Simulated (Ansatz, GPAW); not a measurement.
# How BaAg2AsP (model structure) absorbs and reflects light

Aim: the dielectric function of BaAg2AsP (model structure), and the optical constants that follow from it. The cell was made here by substitution or stacking, whether or not such a phase is known. It was built so: 1 of the 2 As atoms of the cell replaced by P in the I4/mmm structure of BaAg2As2. The cell is first relaxed with Ansatz.

Main program and level: GPAW 26.7.0; DFT, revPBE, plane-wave PAW (GPAW data sets), scalar-relativistic, RPA, optical limit.

### Step 1. Set-up

It takes space group I4mm (No. 107, tetragonal). Conventional cell: a = 4.536 Å, b = 4.536 Å, c = 10.709 Å, α = 90.00°, β = 90.00°, γ = 90.00°. Nearest to Ba lie 5 As at 3.44 to 4.11 Å and 5 P at 3.44 to 4.11 Å and 8 Ag at 3.51 Å. Ag has 2 P at 2.68 Å and 2 As at 2.68 Å and 4 Ag at 3.21 Å and 4 Ba at 3.51 Å nearest. As has 1 P at 2.48 Å and 4 Ag at 2.68 Å and 5 Ba at 3.44 to 4.11 Å nearest. P has 1 As at 2.48 Å and 4 Ag at 2.68 Å and 5 Ba at 3.44 to 4.11 Å nearest. 1 of the 2 As atoms of the cell replaced by P in the I4/mmm structure of BaAg2As2. Farther neighbours are not listed.

### Step 2. Relaxation

Spectra hang on bond lengths, so the cell is first brought to its minimum.

This step: DFT, revPBE, plane-wave PAW, default files, scalar-relativistic, relaxation (Ansatz 0.2.0).

File input.yaml:

```yaml
crystal:
  lattice:
    - [-2.2677998, 2.2677998, 5.354619]
    - [2.2677998, -2.2677998, 5.354619]
    - [2.2677998, 2.2677998, -5.354619]
  atoms:
    - { symbol: Ba, position: [0.0, 0.0, 0.0] }
    - { symbol: Ag, position: [0.25, 0.75, 0.5] }
    - { symbol: Ag, position: [0.75, 0.25, 0.5] }
    - { symbol: As, position: [0.3842, 0.3842, 0.0] }
    - { symbol: P, position: [0.6158, 0.6158, 0.0] }
kpoints:
  mp_grid: { grid: [7, 7, 7] }
scf:
  occupations: { method: fermi_dirac, width: 0.05 }
hamiltonian:
  xc: revpbe
output:
  forces: true
  stress: true
  write_density: true
  write_potential: true
  elf: true
  volumetric_format: npy
relax:
  f_tol: 0.02
  max_steps: 50
  cell: {}
```

The run is started by

```
ansatz run input.yaml --threads 1 --pin off --max-ram 4096MiB --backend cpu --events-out ev --progress --plain --runs-dir out
```

Numbers of over 12 decimals in the logs are rounded to 6 here.

Log:

```text
Engine: ansatz 0.2.0, aarch64-unknown-linux-gnu
Pseudopotentials: kind: paw
Pseudopotential: Ba, paw, valence charge 10, recommended cutoff 420 eV (normal), Ba.paw.azcp
Pseudopotential: Ag, paw, valence charge 19, recommended cutoff 420 eV (normal), Ag.paw.azcp
Pseudopotential: As, paw, valence charge 15, recommended cutoff 420 eV (normal), As.paw.azcp
Pseudopotential: P, paw, valence charge 5, recommended cutoff 420 eV (normal), P.paw.azcp
Functional definition: revPBE
  parameter kappa = 1.245
  parameter beta = 0.066725
  exchange = pbe_x(kappa = kappa, mu = beta*pi^2/3)
  correlation = pbe_c(beta = beta)
Crystal: 5 atoms, lattice volume = 110.153 Å³
Basis set: ecut = 420 eV, 2153 PW (Γ), exchange–correlation on 90×90×90 points (8 copies of the dense FFT grid, shifted against one another)
Bands: 41, of which v1, the nominal top of the filled ones, is band 34 counted from 1 (33 counted from 0)
Symmetry: 8 space group operations
Space group: I4mm (ITA 107), of the structure as read, at distance tolerance 4.8e-5 Å
k-points: 40 of 343 (time reversal used)
Non-local potential: Ba, projectors of the file, l = 0: 3, l = 1: 2, l = 2: 2, l = 3: 2
Non-local potential: Ag, projectors of the file, l = 0: 3, l = 1: 2, l = 2: 2, l = 3: 1
Non-local potential: As, projectors of the file, l = 0: 2, l = 1: 2, l = 2: 3, l = 3: 1
Non-local potential: P, projectors of the file, l = 0: 2, l = 1: 2, l = 2: 2
PAW form: soft (Blöchl's): semilocal exchange-correlation on the pseudo side does not see the compensation charge
PAW frozen core: Ba, regenerated for the run's functional, and the local potential with it (the file was generated under x = pbe(κ = 0.804, μ = 0.219515), c = pbe(β = 0.066725))
PAW frozen core: Ag, regenerated for the run's functional, and the local potential with it (the file was generated under x = pbe(κ = 0.804, μ = 0.219515), c = pbe(β = 0.066725))
PAW frozen core: As, regenerated for the run's functional, and the local potential with it (the file was generated under x = pbe(κ = 0.804, μ = 0.219515), c = pbe(β = 0.066725))
PAW frozen core: P, regenerated for the run's functional, and the local potential with it (the file was generated under x = pbe(κ = 0.804, μ = 0.219515), c = pbe(β = 0.066725))
PAW one-centre angular grid: Ba, 194 points (default); XC on 64 Gauss nodes
PAW one-centre angular grid: Ag, 590 points (default); XC on 64 Gauss nodes
PAW one-centre angular grid: As, 590 points (default); XC on 64 Gauss nodes
PAW one-centre angular grid: P, 110 points (default); XC on 64 Gauss nodes
Initial density: superposition of atomic densities (neutral atoms: chi_scale 0, normalization atom), corrected by the library's trained network
Initial wavefunctions: pseudopotential atomic-orbital guess
Functional: x = revpbe(κ = 1.245, μ = 0.219515), c = pbe(β = 0.066725)
SCF iter   1: F=—  HF=-26769.402772 eV  |F-HF|=—  |Δ(HF+E_count)|=         —  Δρ=4.06e-3  dr2=2.31e-2  ethr=1.77e-3  ⟨swp⟩=8.8  Hψ=7609  notcnv=0  defer=10
preconditioner: auto → Kerker (q_TF=auto, 2.518 Å⁻¹)  [metal: Δε(μ)=0.046 eV  Ē_g=9.279 eV  σ=0.050 eV  W_gap=0.22  n_scr=32 (ndim 8)  ℏωp=22.4 eV  f_vac=0.000  D(μ)=1.50/eV (n_scr^D=10)]
SCF iter   2: F=—  HF=-26769.398647 eV  |F-HF|=—  |Δ(HF+E_count)|=   4.13e-3  Δρ=1.54e-3  dr2=2.84e-3  ethr=3.40e-5  ⟨swp⟩=2.1  Hψ=3381  notcnv=0  defer=40
SCF iter   3: F=—  HF=-26769.398569 eV  |F-HF|=—  |Δ(HF+E_count)|=   7.75e-5  Δρ=8.11e-4  dr2=1.08e-3  ethr=4.18e-6  ⟨swp⟩=1.4  Hψ=1700  notcnv=0  defer=40
SCF iter   4: F=—  HF=-26769.398546 eV  |F-HF|=—  |Δ(HF+E_count)|=   2.25e-5  Δρ=1.96e-4  dr2=5.29e-5  ethr=1.58e-6  ⟨swp⟩=2.0  Hψ=2725  notcnv=0  defer=40
SCF iter   5: F=—  HF=-26769.398616 eV  |F-HF|=—  |Δ(HF+E_count)|=   6.99e-5  Δρ=6.23e-5  dr2=6.98e-6  ethr=7.78e-8  ⟨swp⟩=2.0  Hψ=2796  notcnv=0  defer=40
SCF iter   6: F=—  HF=-26769.398614 eV  |F-HF|=—  |Δ(HF+E_count)|=   2.12e-6  Δρ=3.48e-5  dr2=2.00e-6  ethr=1.03e-8  ⟨swp⟩=2.0  Hψ=2801  notcnv=0  defer=40
SCF iter   7: F=—  HF=-26769.398614 eV  |F-HF|=—  |Δ(HF+E_count)|=   1.22e-7  Δρ=1.04e-5  dr2=1.77e-7  ethr=2.94e-9  ⟨swp⟩=2.0  Hψ=2767  notcnv=0  defer=40
SCF iter   8: F=-26769.398614 eV  HF=-26769.398614 eV  |F-HF|=8.73e-11  |Δ(HF+E_count)|=   1.32e-8  Δρ=3.32e-6  dr2=1.63e-8  ethr=1.47e-10  ⟨swp⟩=9.3  Hψ=12391  notcnv=0
SCF 1 converged in 8 iterations: F = -26769.398614 eV  dr2 = 1.63e-8
  greatest PAW one-centre occupation: 1.000 electrons in one spin orbital (limit 2), on the Ag atom at site 1 (counted from 0), in its partial waves of l = 0
relax step   1: F+E_penalty+E_count = -26769.39861443 eV  Δ(F+E_penalty+E_count) = +0.000e0 eV  max|allowed force component| = 4.893e-1 eV/Å  Δτ_max = 0.0000 Å  P = +4.086 GPa  Ω = 110.153 Å³  (8 SCF iters, dr2 threshold 1.00e-7 eV, accepted)
Crystal: 5 atoms, lattice volume = 118.703 Å³
Basis set: ecut = 420 eV, 2315 PW (Γ), exchange–correlation on 90×90×90 points (8 copies of the dense FFT grid, shifted against one another)
Initial density: handed on by an earlier stage of this run
Initial wavefunctions: those handed on with the density
iter 1 solved again at ethr=2.93e-4 eV; its pass at ethr=3.10e-3 eV (dr2=1.99e-1 eV) is discarded
SCF iter   1: F=—  HF=-26769.558658 eV  |F-HF|=—  |Δ(HF+E_count)|=         —  Δρ=8.73e-3  dr2=2.02e-1  ethr=2.93e-4  ⟨swp⟩=2.2  Hψ=10680  notcnv=0
preconditioner: auto → Kerker (q_TF=auto, 2.486 Å⁻¹)  [metal: Δε(μ)=0.103 eV  Ē_g=9.066 eV  σ=0.050 eV  W_gap=0.42  n_scr=32 (ndim 8)  ℏωp=21.6 eV  f_vac=0.003  D(μ)=1.68/eV (n_scr^D=10)]
SCF iter   2: F=—  HF=-26769.519747 eV  |F-HF|=—  |Δ(HF+E_count)|=   3.89e-2  Δρ=3.54e-3  dr2=5.29e-2  ethr=2.93e-4  ⟨swp⟩=2.7  Hψ=2474  notcnv=0
SCF iter   3: F=—  HF=-26769.509638 eV  |F-HF|=—  |Δ(HF+E_count)|=   1.01e-2  Δρ=1.87e-3  dr2=1.28e-2  ethr=7.77e-5  ⟨swp⟩=2.7  Hψ=2594  notcnv=0
SCF iter   4: F=—  HF=-26769.506148 eV  |F-HF|=—  |Δ(HF+E_count)|=   3.49e-3  Δρ=9.05e-4  dr2=1.35e-3  ethr=1.89e-5  ⟨swp⟩=2.5  Hψ=3141  notcnv=0  defer=35
SCF iter   5: F=—  HF=-26769.506055 eV  |F-HF|=—  |Δ(HF+E_count)|=   9.34e-5  Δρ=7.51e-4  dr2=5.93e-4  ethr=1.98e-6  ⟨swp⟩=2.2  Hψ=2986  notcnv=0  defer=35
SCF iter   6: F=—  HF=-26769.505904 eV  |F-HF|=—  |Δ(HF+E_count)|=   1.51e-4  Δρ=1.78e-4  dr2=4.29e-5  ethr=8.73e-7  ⟨swp⟩=2.0  Hψ=2774  notcnv=0  defer=35
SCF iter   7: F=—  HF=-26769.505988 eV  |F-HF|=—  |Δ(HF+E_count)|=   8.43e-5  Δρ=5.39e-5  dr2=4.25e-6  ethr=6.30e-8  ⟨swp⟩=2.0  Hψ=2938  notcnv=0  defer=35
SCF iter   8: F=—  HF=-26769.505988 eV  |F-HF|=—  |Δ(HF+E_count)|=   3.77e-7  Δρ=2.82e-5  dr2=1.06e-6  ethr=6.25e-9  ⟨swp⟩=2.2  Hψ=2981  notcnv=0  defer=35
[...]
Basis set: ecut = 420 eV, 2323 PW (Γ), exchange–correlation on 90×90×90 points (8 copies of the dense FFT grid, shifted against one another)
iter 1 solved again at ethr=8.18e-6 eV; its pass at ethr=3.10e-3 eV (dr2=5.56e-3 eV) is discarded
SCF iter   1: F=—  HF=-26769.518379 eV  |F-HF|=—  |Δ(HF+E_count)|=         —  Δρ=1.31e-3  dr2=5.31e-3  ethr=8.18e-6  ⟨swp⟩=2.9  Hψ=10325  notcnv=0
preconditioner: auto → Kerker (q_TF=auto, 2.490 Å⁻¹)  [metal: Δε(μ)=0.025 eV  Ē_g=8.923 eV  σ=0.050 eV  W_gap=0.12  n_scr=32 (ndim 8)  ℏωp=21.6 eV  f_vac=0.002  D(μ)=2.01/eV (n_scr^D=10)]
SCF iter   2: F=—  HF=-26769.517592 eV  |F-HF|=—  |Δ(HF+E_count)|=   7.88e-4  Δρ=7.46e-4  dr2=2.35e-3  ethr=7.81e-6  ⟨swp⟩=1.1  Hψ=1651  notcnv=0
SCF iter   3: F=—  HF=-26769.517097 eV  |F-HF|=—  |Δ(HF+E_count)|=   4.95e-4  Δρ=2.35e-4  dr2=2.80e-4  ethr=3.46e-6  ⟨swp⟩=2.0  Hψ=2291  notcnv=0
SCF iter   4: F=—  HF=-26769.517109 eV  |F-HF|=—  |Δ(HF+E_count)|=   1.21e-5  Δρ=1.09e-4  dr2=2.39e-5  ethr=4.12e-7  ⟨swp⟩=2.0  Hψ=2769  notcnv=0
SCF iter   5: F=—  HF=-26769.517110 eV  |F-HF|=—  |Δ(HF+E_count)|=   1.10e-6  Δρ=5.28e-5  dr2=3.92e-6  ethr=3.52e-8  ⟨swp⟩=2.0  Hψ=2881  notcnv=0
SCF iter   6: F=—  HF=-26769.517109 eV  |F-HF|=—  |Δ(HF+E_count)|=   1.16e-6  Δρ=1.84e-5  dr2=6.19e-7  ethr=5.76e-9  ⟨swp⟩=2.0  Hψ=2961  notcnv=0
SCF iter   7: F=-26769.517109 eV  HF=-26769.517109 eV  |F-HF|=4.31e-8  |Δ(HF+E_count)|=   2.24e-7  Δρ=1.14e-5  dr2=1.46e-7  ethr=7.35e-10  ⟨swp⟩=10.5  Hψ=13709  notcnv=0
SCF 3 converged in 7 iterations: F = -26769.517109 eV  dr2 = 1.46e-7
  Residual-converged pass: ⟨swp⟩=1.1  Hψ=1802  notcnv=0  max |occ|·‖R‖ = 7.1e-9 eV (tolerance 1.0e-8 eV)  dr2=1.46e-7  dr2_onsite=1.83e-8  max |Δocc| = 9.2e-11
relax step   3: F+E_penalty+E_count = -26769.51710884 eV  Δ(F+E_penalty+E_count) = -1.112e-2 eV  max|allowed force component| = 1.079e-1 eV/Å  Δτ_max = 0.0201 Å  P = -0.167 GPa  Ω = 117.727 Å³  energy of the carried Pulay correction = -1.583e-3 eV  (7 SCF iters, dr2 threshold 5.00e-7 eV, accepted)
[...]
relax step   4: F+E_penalty+E_count = -26769.52466445 eV  Δ(F+E_penalty+E_count) = -7.556e-3 eV  max|allowed force component| = 6.818e-2 eV/Å  Δτ_max = 0.0395 Å  P = +0.204 GPa  Ω = 116.921 Å³  energy of the carried Pulay correction = -1.420e-3 eV  (7 SCF iters, dr2 threshold 5.00e-7 eV, accepted)
[...]
relax step   5: F+E_penalty+E_count = -26769.52555825 eV  Δ(F+E_penalty+E_count) = -8.938e-4 eV  max|allowed force component| = 3.484e-2 eV/Å  Δτ_max = 0.0199 Å  P = -0.024 GPa  Ω = 117.427 Å³  energy of the carried Pulay correction = -1.522e-3 eV  (6 SCF iters, dr2 threshold 2.91e-7 eV, accepted)
[...]
relax step   6: F+E_penalty+E_count = -26769.52585679 eV  Δ(F+E_penalty+E_count) = -2.985e-4 eV  max|allowed force component| = 6.023e-3 eV/Å  Δτ_max = 0.0054 Å  P = -0.006 GPa  Ω = 117.398 Å³  energy of the carried Pulay correction = -1.517e-3 eV  (6 SCF iters, dr2 threshold 7.59e-8 eV, accepted)
Initial wavefunctions: pseudopotential atomic-orbital guess (no wavefunctions were taken with the density)
iter 1 solved again at ethr=1.08e-6 eV; its pass at ethr=3.10e-3 eV (dr2=7.33e-4 eV) is discarded
SCF iter   1: F=—  HF=-26769.527253 eV  |F-HF|=—  |Δ(HF+E_count)|=         —  Δρ=1.41e-4  dr2=3.02e-6  ethr=1.08e-6  ⟨swp⟩=3.1  Hψ=12230  notcnv=0
preconditioner: auto → Kerker (q_TF=auto, 2.491 Å⁻¹)  [metal: Δε(μ)=0.061 eV  Ē_g=8.959 eV  σ=0.050 eV  W_gap=0.28  n_scr=32 (ndim 8)  ℏωp=21.7 eV  f_vac=0.002  D(μ)=2.09/eV (n_scr^D=10)]
SCF iter   2: F=—  HF=-26769.527249 eV  |F-HF|=—  |Δ(HF+E_count)|=   3.66e-6  Δρ=6.96e-5  dr2=7.54e-7  ethr=4.44e-9  ⟨swp⟩=2.9  Hψ=3189  notcnv=0
SCF iter   3: F=—  HF=-26769.527278 eV  |F-HF|=—  |Δ(HF+E_count)|=   2.91e-5  Δρ=2.15e-5  dr2=7.35e-8  ethr=1.11e-9  ⟨swp⟩=2.0  Hψ=2890  notcnv=0
SCF iter   4: F=—  HF=-26769.527280 eV  |F-HF|=—  |Δ(HF+E_count)|=   2.44e-6  Δρ=1.42e-6  dr2=1.77e-9  ethr=1.08e-10  ⟨swp⟩=2.2  Hψ=3076  notcnv=0
SCF iter   5: F=—  HF=-26769.527280 eV  |F-HF|=—  |Δ(HF+E_count)|=   7.03e-9  Δρ=3.79e-7  dr2=4.30e-10  ethr=2.60e-12  ⟨swp⟩=2.0  Hψ=3015  notcnv=0
SCF iter   6: F=—  HF=-26769.527280 eV  |F-HF|=—  |Δ(HF+E_count)|=  6.91e-11  Δρ=2.17e-7  dr2=1.73e-10  ethr=1.00e-12  ⟨swp⟩=2.0  Hψ=2615  notcnv=0
SCF iter   7: F=-26769.527280 eV  HF=-26769.527280 eV  |F-HF|=1.82e-11  |Δ(HF+E_count)|=  2.91e-11  Δρ=1.40e-7  dr2=3.07e-11  ethr=1.00e-12  ⟨swp⟩=7.0  Hψ=9867  notcnv=0
SCF 7 converged in 7 iterations: F = -26769.527280 eV  dr2 = 3.07e-11
relax step   7: F+E_penalty+E_count = -26769.52728045 eV  Δ(F+E_penalty+E_count) = -1.424e-3 eV  max|allowed force component| = 5.962e-3 eV/Å  Δτ_max = 0.0000 Å  P = -0.009 GPa  Ω = 117.398 Å³  stress off target by 3.57e-2 GPa  SCF on the basis re-selected at this cell (its energy is not comparable with the rows above)  (7 SCF iters)
basis re-selected at this cell: Δ(F+E_penalty+E_count) = -1.424e-3 eV, ΔP = -0.003 GPa vs the last step (what re-selecting the basis moved, of the pressure what is left beyond the Pulay correction that the steps carried, after the strain that the cell walked since its last selection, with what the two solves' SCF thresholds leave and, on support functions, any second-order correction that the steps lacked; it is no m [...]
SCF converged after 7 iterations
Free energy (F): -26769.527280 eV
Harris-Foulkes:  -26769.527280 eV  (|F-HF|=1.82e-11)
Internal energy: -26769.510105 eV  (E = F + TS)
E sigma→0 (E₀):  -26769.518693 eV
Entropy (-TS):   -0.017175 eV (-3.435 meV/atom)
Fermi energy:    11.714220 eV
--- Per-component energies (eV) ---
  E_band       = -900.296438
  E_kinetic    = 1394.239534
  E_local      = -8757.679273  (includes V_loc(G=0)·N_el)
  E_nonlocal   = -422.840131
  E_hartree    = 4131.464745
  E_xc         = -678.750598
  E_vxc        = -744.533516  (∫ρ·V_xc dr)
  E_paw        = -15458.732535  (= ΣΔE_a)
  E_vpaw       = -632.412792  (= ΣTr[D̂ρ^β])
  E_aug_tail   = 0.000657  (compensation charges beyond the density's cutoff)
  E_ewald      = -6976.826688
  E_core_change = -0.385816  (= ΣΔE_core)
  E_smearing   = -0.017175  (= −TS)
  E_closure    = -0.000000  (closes the sum)
  Σ components = -26769.527280   (vs F -26769.527280, Δ=0.00e0)
--- Forces (eV/Å), atoms counted from 1 ---
  atom   1  Ba     0.00000000    -0.00000000    -0.00409752
  atom   2  Ag    -0.00000000    -0.00000000    -0.00073397
  atom   3  Ag     0.00000000     0.00000000    -0.00073397
  atom   4  As     0.00000000    -0.00000000     0.00596063
  atom   5  P      0.00000000     0.00000000    -0.00039989
  max |Σ_I F_I| component: 4.73e-6 eV/Å
--- Stress (GPa, compression-positive) ---
        0.003966       0.000000       0.000000
        0.000000       0.003966      -0.000000
        0.000000       0.000000      -0.035721
  P = ⅓ Tr σ = -0.0093 GPa (-0.093 kbar)
--- Band table (eV; the first three rows and the last of 40) ---
  k-point 0: bands = [... 30 lower, 9.7046, 9.7046, 10.6737, 10.6737, 11.9047, 12.9218, 13.7807, 14.4997, ... 3 higher]
  k-point 1: bands = [... 30 lower, 9.3917, 9.7991, 10.0646, 10.1617, 12.9433, 13.3159, 14.1861, 14.7545, ... 3 higher]
  k-point 2: bands = [... 30 lower, 9.0803, 9.5060, 9.6352, 9.9347, 13.0983, 13.4510, 14.5443, 14.8499, ... 3 higher]
  k-point 39: bands = [... 30 lower, 9.4369, 9.8362, 10.4917, 12.0983, 12.1673, 12.2079, 13.6023, 14.0457, ... 3 higher]
--- Relaxed structure (6 steps of the walk, 6 accepted, 1 SCFs on fresh bases) ---
  F+E_penalty+E_count = -26769.52728045 eV   max|allowed force component| = 5.962e-3 eV/Å   (the final SCF, on the basis selected at the relaxed cell)
  cell:  # Å, volume = 117.3984 Å³
    - [-2.294271, 2.294271, 5.575872]
    - [2.294271, -2.294271, 5.575872]
    - [2.294271, 2.294271, -5.575872]
  atoms:
    - { symbol: Ba, position: [-0.00213704, -0.00213704, 0] }
    - { symbol: Ag, position: [0.243560, 0.743560, 0.5] }
    - { symbol: Ag, position: [0.743560, 0.243560, 0.5] }
    - { symbol: As, position: [0.394585, 0.394585, 0] }
    - { symbol: P, position: [0.620432, 0.620432, 0] }
```

Run time: 2.4 min. Hardware: 1 thread of Arm Neoverse V1, shared host; peak memory 0.5 GiB.

Relaxation path:

| step | energy less that of the first step (eV) | largest force component (eV/Å) | pressure (GPa) | volume (Å³) |
| --- | --- | --- | --- | --- |
| 1 | 0.0000 | 0.4893 | 4.09 | 110.15 |
| 2 | -0.1074 | 0.0974 | -0.58 | 118.70 |
| 3 | -0.1185 | 0.1079 | -0.17 | 117.73 |
| 4 | -0.1260 | 0.0682 | 0.20 | 116.92 |
| 5 | -0.1269 | 0.0348 | -0.02 | 117.43 |
| 6 | -0.1272 | 0.0060 | -0.01 | 117.40 |
| 7* | -0.1287 | 0.0060 | -0.01 | 117.40 |

Relaxation steps marked * repeat the geometry before them on a plane-wave basis chosen anew for their cell, so energy and pressure can jump there.

The run keeps the 8 symmetry operations that it works with, so distortions that break them were not tested.

| conventional cell, symmetrised | before | after | change |
| --- | --- | --- | --- |
| a (Å) | 4.536 | 4.589 | +1.2 % |
| b (Å) | 4.536 | 4.589 | +1.2 % |
| c (Å) | 10.709 | 11.152 | +4.1 % |
| volume (Å³/atom) | 22.03 | 23.48 | +6.6 % |

The atoms that moved most (Å, as changes of fractional coordinates times the final cell):

| atom | dx | dy | dz | length |
| --- | --- | --- | --- | --- |
| As4 | 0.000 | 0.000 | 0.116 | 0.116 |
| Ag2 | 0.000 | 0.000 | -0.072 | 0.072 |
| Ag3 | 0.000 | 0.000 | -0.072 | 0.072 |
| P5 | 0.000 | 0.000 | 0.052 | 0.052 |
| Ba1 | 0.000 | 0.000 | -0.024 | 0.024 |

The relaxed structure:

```
Ba Ag As P
1.0
    -2.29427    2.29427    5.57587
     2.29427   -2.29427    5.57587
     2.29427    2.29427   -5.57587
Ba Ag As P
1 2 1 1
Cartesian
  0.0000 0.0000 -0.0238
  2.2943 0.0000 2.7161
  0.0000 2.2943 2.7161
  0.0000 0.0000 4.4003
  0.0000 0.0000 6.9189
```

The relaxation ends with a largest force component of 0.0060 eV/Å and a pressure of -0.01 GPa.

(Continued in part 2 of 3.)

[Machine, clock and banner lines and Python warnings are left out of the logs.]

[Logs are printed without paths, hosts, clocks, repeated set-up lines and the standing remarks that a program may print on its own settings, such as how far it seeks lower states.]

[Hosts, paths, dates, database ids (printed as entryN), source tags and the programs' standing remarks are cut or masked in the printed files.]
